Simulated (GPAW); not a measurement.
## AlN (P6_3mc): refractive index against wavelength

The refractive index of AlN (P6_3mc) along x below the direct gap (4.14 eV on the mesh) is read from one computed spectrum, n = √(Re ε). x, y and z are the Cartesian axes of the input cell.

The structure is hexagonal, space group P6_3mc (No. 186). Conventional cell: a = 3.113 Å, b = 3.113 Å, c = 4.981 Å, α = 90.00°, β = 90.00°, γ = 120.00°. Around Al on site b lie 4 N at 1.89 Å. N on site b is surrounded by 4 Al at 1.89 Å.

Method: GPAW 26.7.0, PBE, RPA, k-mesh 15×15×8, local fields up to 60 eV, Lorentzian half width 0.2 eV.

Launch of the response step: `OMP_NUM_THREADS=1 python df.py`. The run took 5.0 min, its band step included, on 1 thread of Arm Neoverse V1, with other jobs on the host.

| wavelength (nm) | photon energy E (eV) | n |
| --- | --- | --- |
| 1310 | 0.946 | 2.0802 |
| 1064 | 1.165 | 2.0855 |
| 850 | 1.459 | 2.0945 |
| 700 | 1.771 | 2.1068 |
| 633 | 1.959 | 2.1155 |
| 532 | 2.331 | 2.1365 |
| 450 | 2.755 | ? |

In the single-oscillator model n² − 1 = E₀E_d/(E₀² − E²), so 1/(n² − 1) = E₀/E_d − E²/(E₀E_d) is linear in E².

Working, on the rows shown:

| x = E² (eV²) | y = 1/(n² − 1) |
| --- | --- |
| 0.895757 | 0.30055 |
| 1.35784 | 0.298569 |
| 2.12762 | 0.295253 |
| 3.13716 | 0.290816 |
| 3.83641 | 0.287742 |
| 5.43137 | 0.280534 |

Means: x̄ = 2.7977, ȳ = 0.29224. Σ(x − x̄)(y − ȳ) = -0.06292, Σ(x − x̄)² = 14.27. Slope = -0.06292 / 14.27 = -0.004409; intercept = ȳ − slope · x̄ = 0.30458. Turned back into n, the line misses the rows shown by at most 0.00029.

Question: Fill in the last column of the withheld row.

Answer: At x = 7.5912 the line gives y = 0.27111, that is 2.1653. The run gave 2.1671, so the extrapolation is off by 0.0018, 2 % of the range in the table.

Refitted with all rows, the slope is -0.004478 and the intercept 0.30474. These give E₀ = √(intercept/−slope) = 8.25 eV and E_d = E₀/intercept = 27.1 eV; E₀ is 2.0 times the direct gap. The electronic limit at long wavelengths, without lattice vibrations, is n = √(1 + 1/intercept) = 2.069. The cell comes from an older database entry, whose edges can be off by a per cent or so. Excitons are left out; PBE gaps are as a rule too small. The values come from a sum over the points of one k-mesh and carry its error, which grows as the direct gap shrinks.
